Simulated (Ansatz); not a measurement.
# A hypothetical structure for MgFe4, part 2 of 2

Starting from a made-up structure for MgFe4, the aim is the relaxed cell, its shortest contacts and, where a second run follows, its electronic structure.

Ansatz 0.2.0; DFT, PBEsol, plane-wave PAW, files of the set soft_1, scalar-relativistic, ferromagnetic start, cell and ions relaxed at zero pressure; PAW set soft_1 (the session's first sound run).

So far: Starting point; Relaxation of the guess. The relaxed cell has a = 3.676, c = 9.268 Å (conventional setting).

## Step 3: Bands of the relaxed cell

With the geometry fixed, one more self-consistent run, with a narrower smearing and the mesh shown in its input, gives the bands, and its pressure, and its forces where symmetry allows any, show how far the geometry depends on these settings.

This step: DFT, PBEsol, plane-wave PAW, files of the set soft_1, scalar-relativistic, ferromagnetic start, bands and density of states at the relaxed cell; PAW set soft_1 (Ansatz 0.2.0).

Input file input.yaml:

```yaml
crystal:
  lattice:
    - [-1.8378133819, 1.8378133819, 4.6340312894]
    - [1.8378133819, -1.8378133819, 4.6340312894]
    - [1.8378133819, 1.8378133819, -4.6340312894]
  atoms:
    - { symbol: Fe, position: [0.6099910041, 0.6099910041, 0.0] }
    - { symbol: Fe, position: [0.3900089959, 0.3900089959, 0.0] }
    - { symbol: Fe, position: [0.25, 0.75, 0.5], spin: 1.3 }
    - { symbol: Fe, position: [0.75, 0.25, 0.5], spin: 1.3 }
    - { symbol: Mg, position: [0.0, 0.0, 0.0] }
magnetization:
  spin_polarized: true
kpoints:
  mp_grid: { grid: [12, 12, 12] }
  band_path:
    path:
      - [[0.0, 0.0, 0.0], [-0.5, 0.5, 0.0], [-0.5, 0.5, -0.07864206], [-0.28932103, 0.28932103, -0.28932103], [0.0, 0.0, 0.0], [0.5, 0.5, -0.5], [0.28932103, 0.71067897, -0.71067897], [0.0, 0.5, -0.5], [-0.25, 0.75, -0.25], [0.07864206, 0.92135794, -0.5], [0.5, 0.5, -0.5]]
      - [[-0.5, 0.5, 0.0], [-0.25, 0.75, -0.25]]
    npoints: 7
scf:
  occupations: { method: fermi_dirac, width: 0.03 }
  n_extra_bands: 11
hamiltonian:
  xc: pbesol
  pseudopotentials: { kind: paw, azcp: { folder: soft_1 }, xc_functional: pbe }
output:
  forces: true
  stress: true
  write_bands: true
  dos: { projected: true }
  write_density: true
  write_potential: true
  elf: true
  volumetric_format: npy
```

Command:

```
> ansatz run input.yaml --threads 4 --pin off --max-ram 8192MiB --backend cpu --events-out ev --progress --plain --runs-dir out
```

Numbers of over 12 decimals in the logs are rounded to 6 here.

The log of the run:

```text
[...]
Crystal: 5 atoms, lattice volume = 62.607 Å³
Basis set: ecut = 420 eV, 1219 PW (Γ), exchange–correlation on 72×72×72 points (8 copies of the dense FFT grid, shifted against one another)
Bands: 48, of which v1, the nominal top of the filled ones, is band 37 counted from 1 (36 counted from 0)
Symmetry: 16 space group operations
[...]
k-points: 163 of 1728
[...]
Starting moments: Σ|m| = 2.6 μB on 2 of 5 sites
[...]
SCF iter   1: F=—  HF=-19705.882044 eV  |F-HF|=—  |Δ(HF+E_count)|=         —  Δρ=1.01e-1 (↑1.01e-1 ↓5.81e-2)  dr2=8.35e0  dr2_m=8.37e-1  M=1.280 μB ∫|m|=1.529 μB  β_m=0.30  ethr=3.10e-3  ⟨swp⟩=5.1  Hψ=48738  notcnv=0
[...]
SCF iter  17: F=-19705.963089 eV  HF=-19705.963089 eV  |F-HF|=4.53e-8  |Δ(HF+E_count)|=   7.67e-9  Δρ=4.99e-6 (↑3.22e-6 ↓4.99e-6)  dr2=4.80e-8  dr2_m=4.80e-10  M=2.914 μB ∫|m|=3.328 μB  ethr=6.47e-11  ⟨swp⟩=11.2  Hψ=95456  notcnv=0
SCF 1 converged in 17 iterations: F = -19705.963089 eV  dr2 = 4.80e-8
[...]
NSCF: frozen V_eff on 79 k-points
SCF converged after 17 iterations
Magnetization: 2.9143 μB (38.4571 up, 35.5429 down)
Absolute magnetization: 3.3838 μB (∫|ρ↑−ρ↓|, with the PAW one-centre terms)
[...]
Per-site moments (μB) at R_I (Å): [(0.214831, 0.841008), (0.214831, 0.841008), (1.252996, 0.928020), (1.252996, 0.928020), (-0.025375, 1.151629)]
Free energy (F): -19705.963089 eV
[...]
Internal energy: -19705.948204 eV  (E = F + TS)
E sigma→0 (E₀):  -19705.955647 eV
Entropy (-TS):   -0.014885 eV (-2.977 meV/atom)
Fermi energy:    15.346296 eV
[...]
--- Forces (eV/Å), atoms counted from 1 ---
  atom   1  Fe     0.00000000     0.00000000     0.01295118
  atom   2  Fe    -0.00000000     0.00000000    -0.01295118
  atom   3  Fe     0.00000000    -0.00000000    -0.00000000
  atom   4  Fe    -0.00000000     0.00000000     0.00000000
  atom   5  Mg     0.00000000     0.00000000     0.00000000
  max |Σ_I F_I| component: 3.47e-18 eV/Å
--- Stress (GPa, compression-positive) ---
       -0.272632       0.000000       0.000000
        0.000000      -0.272632      -0.000000
        0.000000      -0.000000      -0.009298
  P = ⅓ Tr σ = -0.1849 GPa (-1.849 kbar)
--- Band table (eV; the first three rows and the last of 326) ---
  k-point 0 ↑: bands = [... 33 lower, 13.6189, 14.2511, 14.6434, 14.9140, 15.0868, 15.0868, 15.3002, 15.5163, ... 7 higher]
  k-point 1 ↑: bands = [... 33 lower, 13.6269, 14.1231, 14.6279, 14.6574, 14.9474, 15.2265, 15.3897, 15.7151, ... 7 higher]
  k-point 2 ↑: bands = [... 33 lower, 13.6925, 13.9491, 14.1703, 14.6951, 14.9814, 15.3606, 15.4905, 15.9367, ... 7 higher]
  k-point 162 ↓: bands = [... 33 lower, 15.5946, 15.5946, 16.0334, 16.2536, 16.2536, 16.3356, 16.3978, 16.8412, ... 7 higher]
```

Run time: 36 s. Hardware: 4 threads of Arm Neoverse V2, shared host; peak memory 0.96 GiB.

This step gave:

```yaml
free_energy: -19705.9631 eV
energy_at_zero_smearing: -19705.9556 eV
smearing_term_ts: 0.01488 eV
magnetization: 2.914 μB
absolute_magnetization: 3.384 μB
site_moments: 0.2148, 0.2148, 1.253, 1.253, -0.02538 μB
pressure: -0.1849 GPa
```

From bands.tsv, the bands that come nearest the Fermi level along the path, at its corners, in eV from the Fermi level:

```tsv
point	band_36_up	band_37_up	band_38_up	band_39_up	band_33_dn	band_34_dn	band_35_dn	band_36_dn
Γ	-0.43	-0.26	-0.26	-0.05	-1.20	-0.38	0.25	0.56
X	0.09	0.43	0.45	0.54	-0.71	-0.52	-0.09	0.76
Y	-0.19	0.06	0.31	0.38	-0.75	-0.50	0.09	0.39
S	-0.69	-0.59	-0.31	0.20	-0.86	-0.30	-0.16	0.32
Γ	-0.43	-0.26	-0.26	-0.05	-1.20	-0.38	0.25	0.56
Z	-0.11	-0.05	0.02	0.54	0.25	0.25	0.69	0.91
S1	-0.69	-0.59	-0.31	0.20	-0.86	-0.30	-0.16	0.32
N	-0.67	-0.41	-0.27	0.41	-1.15	-0.37	-0.23	0.42
P	0.40	0.40	0.44	0.66	-0.36	-0.36	-0.22	1.14
Y1	-0.19	0.06	0.31	0.38	-0.75	-0.50	0.09	0.39
Z	-0.11	-0.05	0.02	0.54	0.25	0.25	0.69	0.91
X	0.09	0.43	0.45	0.54	-0.71	-0.52	-0.09	0.76
P	0.40	0.40	0.44	0.66	-0.36	-0.36	-0.22	1.14
```

Spin density in the ac plane of the conventional cell at fractional y = 0.000, with atoms of Fe and Mg within 0.2 Å of it.

Values in e/Å³, 24 rows by 14 columns, each cell a mean:
```
 0.0  0.0  0.0  0.0  0.0  0.0  0.0  0.0  0.0  0.0  0.0  0.0  0.0  0.0
 0.0  0.0  0.0  0.0  0.0  0.0  0.0  0.0  0.0  0.0  0.0  0.0  0.0  0.0
 0.0  0.0  0.0  0.0  0.0  0.0  0.0  0.0  0.0  0.0  0.0  0.0  0.0  0.0
 0.0  0.0  0.0  0.0  0.0  0.0  0.1  0.1  0.1  0.0  0.0  0.0  0.0  0.0
 0.0  0.0  0.0  0.0  0.1  0.2  0.5  0.7  0.4  0.2  0.1  0.0  0.0  0.0
 0.0  0.0  0.0  0.0  0.2  0.8  1.8  2.3  1.5  0.5  0.1  0.0  0.0  0.0
 0.0  0.0  0.0  0.0  0.1  0.6  1.3  1.6  1.1  0.3  0.1  0.0  0.0  0.0
-0.1  0.0  0.0  0.0  0.0  0.1  0.2  0.3  0.2  0.1  0.0  0.0  0.0  0.0
 0.2  0.1  0.0  0.0  0.0  0.0  0.0  0.0  0.0  0.0  0.0  0.0  0.0  0.2
 0.3  0.2  0.0  0.0  0.0  0.0  0.0  0.0  0.0  0.0  0.0  0.0  0.1  0.3
-0.1  0.0  0.0  0.0  0.0  0.0  0.0  0.0  0.0  0.0  0.0  0.0  0.0  0.0
 0.0  0.0  0.0  0.0  0.0  0.0  0.0  0.0  0.0  0.0  0.0  0.0  0.0  0.0
 0.0  0.0  0.0  0.0  0.0  0.0  0.0  0.0  0.0  0.0  0.0  0.0  0.0  0.0
 0.0  0.0  0.0  0.0  0.0  0.0  0.0  0.0  0.0  0.0  0.0  0.0  0.0  0.0
 0.4  0.3  0.0  0.0  0.0  0.0  0.0  0.0  0.0  0.0  0.0  0.0  0.1  0.4
 0.0  0.0  0.0  0.0  0.0  0.0  0.1  0.1  0.0  0.0  0.0  0.0  0.0  0.0
 0.0  0.0  0.0  0.0  0.0  0.2  0.5  0.7  0.4  0.1  0.0  0.0  0.0  0.0
 0.0  0.0  0.0  0.0  0.2  0.8  1.8  2.3  1.5  0.5  0.1  0.0  0.0  0.0
 0.0  0.0  0.0  0.0  0.1  0.6  1.3  1.6  1.0  0.3  0.1  0.0  0.0  0.0
 0.0  0.0  0.0  0.0  0.0  0.1  0.2  0.3  0.2  0.1  0.0  0.0  0.0  0.0
 0.0  0.0  0.0  0.0  0.0  0.0  0.0  0.0  0.0  0.0  0.0  0.0  0.0  0.0
 0.0  0.0  0.0  0.0  0.0  0.0  0.0  0.0  0.0  0.0  0.0  0.0  0.0  0.0
 0.0  0.0  0.0  0.0  0.0  0.0  0.0  0.0  0.0  0.0  0.0  0.0  0.0  0.0
 0.0  0.0  0.0  0.0  0.0  0.0  0.0  0.0  0.0  0.0  0.0  0.0  0.0  0.0
```
Columns run along a (3.7 Å), rows up along c (9.3 Å), edges of the conventional cell, whose origin can differ from the input's. Atoms in or near the plane, at fractional coordinates: Fe at (0.00, 0.61), Fe at (0.00, 0.39), Fe at (0.50, 0.25), Fe at (0.50, 0.75), Mg at (0.00, 0.00).

Valence density in the ac plane of the conventional cell at fractional y = 0.000, with atoms of Fe and Mg within 0.2 Å of it. It is the smooth field of the valence electrons, not physical close to the nuclei.

Values in e/Å³, 24 rows by 14 columns, each cell a mean:
```
16  9  1  0  0  0  0  0  0  0  0  0  4 12
 2  1  0  0  0  0  0  0  0  0  0  0  0  1
 0  0  0  0  0  0  0  0  0  0  0  0  0  0
 0  0  0  0  0  0  1  1  1  0  0  0  0  0
 0  0  0  0  1  3  7  9  5  2  0  0  0  0
 0  0  0  0  2  9 21 27 17  5  1  0  0  0
 0  0  0  1  1  6 15 20 12  4  1  0  0  0
 4  3  1  1  1  1  3  4  2  1  1  1  1  3
21 13  4  1  0  0  0  0  0  0  1  1  7 16
26 16  5  1  0  0  0  0  0  0  0  1  8 20
 8  5  1  0  0  0  0  0  0  0  0  1  3  6
 1  1  1  0  0  0  0  0  0  0  0  0  1  1
 2  2  1  0  0  0  0  0  0  0  0  0  1  2
15 10  3  1  0  0  0  0  0  0  0  1  5 12
28 18  5  1  0  0  0  0  0  0  0  2  9 22
12  8  2  1  1  1  1  1  1  1  1  1  4  9
 1  1  1  1  1  3  7  9  6  2  1  1  1  1
 0  0  0  1  2  9 21 27 17  5  1  0  0  0
 0  0  0  0  1  6 15 20 12  3  1  0  0  0
 0  0  0  0  0  1  3  4  2  1  0  0  0  0
 0  0  0  0  0  0  0  0  0  0  0  0  0  0
 0  0  0  0  0  0  0  0  0  0  0  0  0  0
 6  3  1  0  0  0  0  0  0  0  0  0  1  4
24 14  2  0  0  0  0  0  0  0  0  0  6 18
```
Columns run along a (3.7 Å), rows up along c (9.3 Å), edges of the conventional cell, whose origin can differ from the input's. Atoms in or near the plane, at fractional coordinates: Fe at (0.00, 0.61), Fe at (0.00, 0.39), Fe at (0.50, 0.25), Fe at (0.50, 0.75), Mg at (0.00, 0.00).

ELF of down spins in the ac plane of the conventional cell at fractional y = 0.000, with atoms of Fe and Mg within 0.2 Å of it. It is the smooth field of the valence electrons, not physical close to the nuclei.

Values, 24 rows by 14 columns, each cell a mean:
```
0.23 0.28 0.22 0.08 0.16 0.28 0.31 0.30 0.30 0.25 0.11 0.10 0.28 0.28
0.21 0.17 0.10 0.14 0.27 0.35 0.35 0.34 0.35 0.34 0.23 0.10 0.12 0.19
0.10 0.13 0.19 0.26 0.30 0.29 0.28 0.27 0.28 0.30 0.30 0.24 0.16 0.12
0.27 0.27 0.26 0.20 0.16 0.16 0.19 0.21 0.18 0.15 0.17 0.23 0.27 0.27
0.35 0.33 0.25 0.13 0.14 0.30 0.46 0.51 0.42 0.22 0.11 0.16 0.29 0.34
0.32 0.34 0.29 0.17 0.22 0.52 0.78 0.85 0.72 0.38 0.18 0.20 0.32 0.33
0.19 0.22 0.29 0.27 0.26 0.44 0.67 0.74 0.60 0.35 0.26 0.28 0.26 0.21
0.35 0.30 0.26 0.30 0.31 0.28 0.31 0.35 0.30 0.29 0.31 0.29 0.27 0.32
0.76 0.60 0.36 0.28 0.33 0.32 0.23 0.21 0.26 0.34 0.30 0.30 0.45 0.67
0.83 0.67 0.39 0.23 0.24 0.35 0.34 0.33 0.35 0.32 0.22 0.27 0.50 0.74
0.46 0.40 0.27 0.20 0.23 0.32 0.33 0.33 0.33 0.30 0.21 0.20 0.32 0.43
0.30 0.29 0.27 0.29 0.32 0.33 0.30 0.29 0.31 0.33 0.32 0.28 0.28 0.29
0.33 0.30 0.25 0.24 0.29 0.32 0.31 0.31 0.32 0.31 0.27 0.24 0.28 0.32
0.64 0.52 0.32 0.20 0.22 0.33 0.35 0.34 0.35 0.29 0.20 0.22 0.40 0.58
0.87 0.70 0.41 0.26 0.28 0.35 0.30 0.28 0.32 0.34 0.25 0.29 0.52 0.78
0.58 0.47 0.32 0.30 0.33 0.28 0.22 0.22 0.23 0.31 0.33 0.29 0.35 0.51
0.23 0.23 0.26 0.30 0.29 0.34 0.46 0.51 0.41 0.29 0.29 0.29 0.24 0.22
0.23 0.27 0.30 0.23 0.25 0.51 0.77 0.85 0.71 0.38 0.22 0.26 0.30 0.25
0.36 0.35 0.27 0.14 0.18 0.44 0.68 0.74 0.62 0.33 0.15 0.17 0.31 0.35
0.32 0.31 0.25 0.15 0.12 0.20 0.30 0.34 0.28 0.17 0.12 0.18 0.28 0.32
0.20 0.22 0.25 0.25 0.22 0.19 0.19 0.20 0.19 0.20 0.23 0.25 0.24 0.21
0.10 0.10 0.12 0.22 0.32 0.34 0.33 0.32 0.33 0.34 0.29 0.18 0.11 0.11
0.27 0.25 0.14 0.09 0.22 0.32 0.33 0.33 0.33 0.30 0.17 0.08 0.19 0.26
0.16 0.28 0.27 0.09 0.13 0.26 0.29 0.29 0.29 0.23 0.09 0.13 0.31 0.23
```
Columns run along a (3.7 Å), rows up along c (9.3 Å), edges of the conventional cell, whose origin can differ from the input's. Atoms in or near the plane, at fractional coordinates: Fe at (0.00, 0.61), Fe at (0.00, 0.39), Fe at (0.50, 0.25), Fe at (0.50, 0.75), Mg at (0.00, 0.00).

## Step 4: What came out

```yaml
space_group_relaxed: I4/mmm
conventional_cell: a = 3.676, b = 3.676, c = 9.268 Å; α = 90.0°, β = 90.0°, γ = 90.0°
volume_per_atom: 12.52 Å³ (guess 12.95)
total_moment: 2.97 μB in the cell of 5 atoms
```

In words: MgFe4 relaxes to I4/mmm with a = 3.676, b = 3.676 and c = 9.268 Å. The guessed volume was 3 % too large. The space group I4/mmm was held in the relaxation, so the end point is a stationary structure within it and may be a saddle against distortions or other arrangements. The input starts from parallel moments, and no other start was typed. Bands cross the Fermi level, so it is a metal or semimetal at this level. On the 12×12×12 mesh with the narrower smearing (relaxed on 10×10×10) the largest force component is 0.013 eV/Å and the largest stress component is 0.273 GPa, against the relaxation's thresholds of 0.015 eV/Å and 0.05 GPa. The cutoff wasn't tested. No dispersion term is used, so weakly bound directions may come out too long. Nothing here tests whether the compound is stable against decomposition.

[Logs are printed without paths, hosts, clocks, repeated set-up lines and the standing remarks that a program may print on its own settings, such as how far it seeks lower states.]

[Hosts, paths, dates, database ids (printed as entryN), source tags and the programs' standing remarks are cut or masked in the printed files.]
